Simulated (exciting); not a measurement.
# Electron–core-hole interaction in the Se K spectrum of SnSe, part 2 of 2

Wanted: the near-edge spectrum and the bound core excitons at the Se K edge of SnSe.

exciting sodium; X-ray absorption, core-level Bethe-Salpeter equation, exchange and statically screened direct term, Tamm-Dancoff, all-electron LAPW+lo LDA.

So far. Step 6 (Exchange alone): Maxima (height): 3.8 eV (0.85) and 14.1 eV (0.39). The spectrum is that of the independent-particle run within 1 %. Step 7 (Direct term alone): Maxima (height): 2.5 eV (1.00) and 13.3 eV (0.38). The spectrum is that of the singlet run within 1 %.

### Step 9. Another input

In this try the input is made faulty on purpose, to show what that does.

File input.xml:

```
<input>
  <title>SnSe</title>
  <structure speciespath="." autormt="false" epslat="1.0e-5">
    <crystal>
      <basevect>0.0000000000 5.6880756341 5.6880756341</basevect>
      <basevect>5.6880756341 0.0000000000 5.6880756341</basevect>
      <basevect>5.6880756341 5.6880756341 0.0000000000</basevect>
    </crystal>
    <species speciesfile="Sn.xml" rmt="2.300">
      <atom coord="0.0000000000 0.0000000000 0.0000000000"/>
    </species>
    <species speciesfile="Se.xml" rmt="2.300">
      <atom coord="0.5000000000 0.5000000000 0.5000000000"/>
    </species>
  </structure>
  <groundstate do="skip" xctype="LDA_PW" ngridk="4 4 4" rgkmax="7" gmaxvr="14" nempty="8" swidth="0.001" maxscl="100" epsengy="1e-5"/>
  <xs xstype="BSE" ngridk="5 5 5" ngridq="5 5 5" vkloff="0.097 0.273 0.493" rgkmax="7" nempty="25" gqmax="0.6" lmaxapwwf="5" lmaxemat="2" broad="0.04300" tevout="true">
    <energywindow intv="457.991 459.608" points="439"/>
    <screening screentype="full" nempty="44"/>
    <BSE xas="true" xasspecies="2" xasatom="1" xasedge="K" bsetype="singlet" nstlxas="1 21"/>
    <qpointset>
      <qpoint>0 0 0</qpoint>
    </qpointset>
    <plan>
      <doonly task="xsgeneigvec"/>
      <doonly task="screen"/>
      <doonly task="scrcoulint"/>
      <doonly task="exccoulint"/>
    </plan>
  </xs>
</input>
```

File input.xml for the last start (plan only):

```
  <plan>
    <doonly task="bse"/>
  </plan>
```

Launch:

```
OMP_NUM_THREADS=1 mpirun -n 2 exciting
OMP_NUM_THREADS=2 exciting
```

Numbers of over 12 decimals in the logs are rounded to 6 here.

What it wrote:

```text
| EXCITING SODIUM started for task xsgeneigvec ( 301)                          =
One-shot GS runs for BSE calculations
One-shot GS runs for k+qmt/2 grids
Info(xsgeneigvec): Generating eigenvectors for Q-point      1
Info(xsgeneigvec): Generation of eigenvectors finished
| EXCITING SODIUM started for task screen ( 430)                               =
Info(screenlauncher): Calculating screening for unshifted q-grid.
Info(screenlauncher): Number of q points:      10
Info(screenlauncher): lowest (partially)  unoccupied state:     19
[...]
Info(setup_bse_block): Setting up RR part of hamiltonian
Info(setup_bse_block): Singlet spin state
Info(bse): Diagonalizing RR Hamiltonian (TDA)
Info(bse): Invoking Lapack routine ZHEEVR
      5250 eigen solutions found in the interval:
         i1=       1 i2=    5250
Info(bse): Writing excition energies and oscillator strengths to text file.
Info(makespectrum_dist): Making spectrum using formula for coupling with time reversed AR basis.
Info(makespectrum_dist): Using formalism for vanishing momentum transfer.
Info(writederived): Writing quantities derived from the macroscopic dielectric function.
Info(bselauncher): Spectrum finished for iqmt=  1
Info(bselauncher): All done for BSE type singlet
```

It took 6.6 min on 2 MPI ranks of Arm Neoverse V2, shared host.

Wall time by task: xsgeneigvec 5.7 s, screen 60 s, scrcoulint 3.6 min, exccoulint 6.7 s, bse 1.7 min.

The input has a fault: the cutoff of the kernels is far too low. The spectrum differs from the singlet run by 16 % r.m.s. Moving the earlier curve by +0.5 eV leaves 9 %. The highest maximum lies at 3.1 eV (0.90), against 2.5 eV (1.00). The kernels miss the short-range part of the Coulomb interaction, its components above their cutoff.

```
E (eV)  first run  this run
  -7.0       0.03      0.02
  -6.0       0.03      0.03
  -5.0       0.04      0.04
  -4.0       0.06      0.05
  -3.0       0.08      0.06
  -2.0       0.12      0.09
  -1.0       0.21      0.15
   0.0       0.40      0.28
   1.0       0.72      0.50
   2.0       0.97      0.76
   3.0       0.95      0.90
   4.0       0.70      0.77
   5.0       0.45      0.52
   6.0       0.29      0.32
   7.0       0.22      0.24
   8.0       0.22      0.22
   9.0       0.24      0.24
  10.0       0.29      0.28
  11.0       0.34      0.33
  12.0       0.37      0.37
  13.0       0.38      0.39
  14.0       0.37      0.39
  15.0       0.35      0.37
  16.0       0.33      0.35
  17.0       0.35      0.37
  18.0       0.38      0.41
  19.0       0.39      0.44
```

### Step 10. Ground state with other settings

In this try the input is made faulty on purpose, to show what that does.

File input.xml:

```
<input>
  <title>SnSe</title>
  <structure speciespath="." autormt="false" epslat="1.0e-5">
    <crystal>
      <basevect>0.0000000000 5.6880756341 5.6880756341</basevect>
      <basevect>5.6880756341 0.0000000000 5.6880756341</basevect>
      <basevect>5.6880756341 5.6880756341 0.0000000000</basevect>
    </crystal>
    <species speciesfile="Sn.xml" rmt="2.300">
      <atom coord="0.0000000000 0.0000000000 0.0000000000"/>
    </species>
    <species speciesfile="Se.xml" rmt="2.300">
      <atom coord="0.5000000000 0.5000000000 0.5000000000"/>
    </species>
  </structure>
  <groundstate do="fromscratch" xctype="LDA_PW" ngridk="4 4 4" rgkmax="4.5" gmaxvr="14" nempty="8" swidth="0.001" maxscl="100" epsengy="1e-5"/>
</input>
```

File SPECIES.xml, added lines:

```
<lo l="L">  <!-- L = 0, 1, 2 -->
  <wf matchingOrder="0" trialEnergy="0.1500" searchE="false"/>
  <wf matchingOrder="1" trialEnergy="0.1500" searchE="false"/>
  <wf matchingOrder="0" trialEnergy="0.9000" searchE="false"/>
</lo>
```

Launch:

```
OMP_NUM_THREADS=1 mpirun -n 2 exciting
```

What it wrote:

```text
EXCITING SODIUM started
********************************************************************************
* Ground-state run starting from atomic densities                              *
********************************************************************************
+ Starting initialization                                                      +
[... lattice and species ...]
 Spin treatment                             :    spin-unpolarised
 Number of Bravais lattice symmetries       :      48
[...]
+ Self-consistent loop stopped                                                 +
 STATE.OUT is written
********************************************************************************
* Groundstate module stopped                                                   *
********************************************************************************
 Total time spent (seconds)                 :        13.28
- CAUTION! Warnings have been written in file WARNING.OUT !                    -
| EXCITING SODIUM stopped                                                      =
[key lines of the parts left out:]
Total energy                               :     -8600.52460176
Fermi energy                               :         0.18347469
```

Wall time 15 s (2 MPI ranks).

Against the second ground state the total energy moves by 4914 meV an atom and the gap by 0.16 eV.

### Step 11. A changed run

Changes to input.xml since step 10:

```diff
@@ -15,3 +15,20 @@
   </structure>
-  <groundstate do="fromscratch" xctype="LDA_PW" ngridk="4 4 4" rgkmax="4.5" gmaxvr="14" nempty="8" swidth="0.001" maxscl="100" epsengy="1e-5"/>
+  <groundstate do="skip" xctype="LDA_PW" ngridk="4 4 4" rgkmax="4.5" gmaxvr="14" nempty="8" swidth="0.001" maxscl="100" epsengy="1e-5"/>
+  <xs xstype="BSE" ngridk="5 5 5" ngridq="5 5 5" vkloff="0.097 0.273 0.493" rgkmax="4.5" nempty="25" gqmax="3" lmaxapwwf="5" lmaxemat="2" broad="0.04300" tevout="true">
+    <energywindow intv="458.003 459.620" points="439"/>
+    <screening screentype="full" nempty="44"/>
+    <BSE xas="true" xasspecies="2" xasatom="1" xasedge="K" bsetype="singlet" nstlxas="1 21"/>
+    <qpointset>
+      <qpoint>0 0 0</qpoint>
+    </qpointset>
+    <plan>
+      <doonly task="xsgeneigvec"/>
+      <doonly task="writepmatxs"/>
+      <doonly task="scrgeneigvec"/>
+      <doonly task="scrwritepmat"/>
+      <doonly task="screen"/>
+      <doonly task="scrcoulint"/>
+      <doonly task="exccoulint"/>
+    </plan>
+  </xs>
 </input>
```

Launch:

```
OMP_NUM_THREADS=1 mpirun -n 2 exciting
```

What it wrote:

```text
| EXCITING SODIUM started for task xsgeneigvec ( 301)                          =
One-shot GS runs for BSE calculations
One-shot GS runs for k+qmt/2 grids
Info(xsgeneigvec): Generating eigenvectors for Q-point      1
Info(xsgeneigvec): Generation of eigenvectors finished
| EXCITING SODIUM started for task writepmatxs ( 320)                          =
Info(writepmatxs): Momentum matrix elements finished
| EXCITING SODIUM started for task scrgeneigvec ( 401)                         =
One-shot GS runs for BSE calculations
One-shot GS runs for k+qmt/2 grids
Info(xsgeneigvec): Generating eigenvectors for Q-point      1
Using screening GS parameters.
Info(xsgeneigvec): Generation of eigenvectors finished
| EXCITING SODIUM started for task scrwritepmat ( 420)                         =
Info(writepmatxs): Momentum matrix elements finished
Info(scrwritepmat): Momentum matrix elements for screening finished
| EXCITING SODIUM started for task screen ( 430)                               =
Info(screenlauncher): Calculating screening for unshifted q-grid.
Info(screenlauncher): Number of q points:      10
Info(screenlauncher): lowest (partially)  unoccupied state:     19
Info(screenlauncher): highest (partially) occupied state  :     18
Info(screenlauncher): number of occupied states considered:   18
Info(screenlauncher): number of unoccupied states considered:   45
Info(screenlauncher): Starting loop over q-points
Info(screenlauncher): Screening for unshifted q-grid finished
Info(screenlauncher): Screening finished
| EXCITING SODIUM started for task scrcoulint ( 440)                           =
Info(scrcoulintlauncher): Setting up screened Coulomb interaction matrix W.
Info(scrcoulintlauncher): Using momentum transfer vectors from list :   1 to  1
Info(scrcoulintlauncher): Calculating screened Coulomb interaction matrix W
Info(scrcoulintlauncher): Momentum transfer list index: iqmt=  1
Info(scrcoulintlauncher): Momentum transfer: vqmtl=   0.000   0.000   0.000
Info(scrcoulintlauncher): Calculating RR block of W
Info(scrcoulint): Inspecting occupations...
Info(setranges_modxs): Number of non-reduced k-points:      125
Info(setranges_modxs): Number of states considered:       44
Info(setranges_modxs): Number of (partially) occupied states:       18
Info(setranges_modxs): Highest (partially) occupied states:       18
Info(setranges_modxs): Number of (partially) unoccupied states:       26
Info(setranges_modxs): Lowest (partially) unoccupied states:       19
Info(scrcoulint): Selecting transitions...
Info(select_transitions): Inspecting transitions in the  band interval:
  lowest occupied state:   1
  highest occupied state:   2
  lowest unoccupied state:  19
  highest unoccupied state:  39
  Opening gap with a scissor of:      0.000/H      0.000/eV
Info(select_transitions): Number of participating transitions:    5250
Info(scrcoulint): Size of file SCCLI will be about     0.206999 GB
Info(scrcoulint): Using q-grid
Info(scrcoulint): Number of reduced q-points:     10
Info(scrcoulint): Number of non-reduced q-points:    125
    1.956521739    
Warning(init2/xs): input%xs%gqmax >= gkmax:    3.000000000       1.956521739    
Warning(init2/xs): input%xs%gqmax >= gkmax:    3.000000000       1.956521739    
Warning(init2/xs): input%xs%gqmax >= gkmax:    3.000000000       1.956521739    
Warning(init2/xs): input%xs%gqmax >= gkmax:    3.000000000       1.956521739    
Warning(init2/xs): input%xs%gqmax >= gkmax:    3.000000000       1.956521739    
Warning(init2/xs): input%xs%gqmax >= gkmax:    3.000000000       1.956521739    
mkdir: cannot create directory ‘EMATRAD’: File exists
Warning(init2offs/xs): input%xs%gqmax >= gkmax:    3.000000000       1.956521739    
Warning(init2offs/xs): input%xs%gqmax >= gkmax:    3.000000000       1.956521739    
Warning(init2offs/xs): input%xs%gqmax >= gkmax:    3.000000000       1.956521739    
Warning(init2offs/xs): input%xs%gqmax >= gkmax:    3.000000000       1.956521739
```

Run time: 8.3 min. Hardware: 2 MPI ranks.

The run was cut off at its time limit.

What this input changed: basis cutoff rgkmax from 7 to 4.5.

### Step 12. From independent particles to the full kernel

```
      level  curve passes 0.15 (eV)  highest maximum (eV)  its height
         IP                    -0.4                   3.8        0.85
        RPA                    -0.4                   3.8        0.85
direct only                    -1.5                   2.5        1.00
    singlet                    -1.5                   2.5        1.00
```

```
E (eV)    IP   RPA  direct only  singlet
  -7.0  0.02  0.02         0.03     0.03
  -6.0  0.03  0.03         0.03     0.03
  -5.0  0.03  0.03         0.04     0.04
  -4.0  0.04  0.04         0.06     0.06
  -3.0  0.05  0.05         0.08     0.08
  -2.0  0.07  0.07         0.12     0.12
  -1.0  0.11  0.11         0.21     0.21
   0.0  0.20  0.20         0.40     0.40
   1.0  0.35  0.35         0.72     0.72
   2.0  0.55  0.55         0.97     0.97
   3.0  0.77  0.77         0.95     0.95
   4.0  0.84  0.84         0.70     0.70
   5.0  0.65  0.65         0.45     0.45
   6.0  0.39  0.39         0.29     0.29
   7.0  0.26  0.26         0.22     0.22
   8.0  0.23  0.23         0.22     0.22
   9.0  0.24  0.24         0.24     0.24
  10.0  0.27  0.27         0.29     0.29
  11.0  0.32  0.32         0.34     0.34
  12.0  0.35  0.35         0.37     0.37
  13.0  0.38  0.38         0.38     0.38
  14.0  0.39  0.39         0.37     0.37
  15.0  0.38  0.38         0.35     0.35
  16.0  0.36  0.36         0.33     0.33
  17.0  0.37  0.37         0.35     0.35
  18.0  0.42  0.42         0.38     0.38
  19.0  0.46  0.46         0.39     0.39
```

### Step 13. Summary of results

```yaml
absorber_and_edge: Se K, atom 2
surroundings: 6 Sn at 3.01 Å (octahedral, site symmetry m-3m)
first_bright_state: -0.03 eV from the Kohn–Sham onset, on this mesh
highest_maximum: 2.5 eV
cost_of_the_bse_run: 33 min on 2 MPI ranks of Arm Neoverse V2, shared host; the last task ran on as many threads
```

**Reading.** Is a core exciton bound? Undecided on this mesh: the first bright state (over 5 % of the brightest) lies at -0.03 eV from the Kohn–Sham onset. Changing the half width (eV) from 1.17 to 3.51 alters the spectrum by 37 % r.m.s. Exchange alone changes the independent-particle spectrum by 0.0 % r.m.s. Leaving exchange out of the full kernel changes the spectrum by 0.0 % r.m.s. With 125 k points the binding energies are rough. Exchange and the short-range direct term aren't converged in the kernel cutoff. The zero comes from the shifted mesh, which comes near the band minimum without meeting it. The Kohn–Sham onset, 12474 eV, is no photon energy (tabulated edge of the element: 12658 eV): the scale needs a rigid shift. No quasiparticle correction widens the gap or stretches the bands. Vibrations and energy-dependent lifetimes are left out. The structure is a published determination, not relaxed.

[Banner, clock and machine lines of the logs are left out without a mark of their own.]

[Logs are printed without paths, hosts, clocks, repeated set-up lines and the standing remarks that a program may print on its own settings, such as how far it seeks lower states.]

[Hosts, paths, dates, database ids (printed as entryN), source tags and the programs' standing remarks are cut or masked in the printed files.]
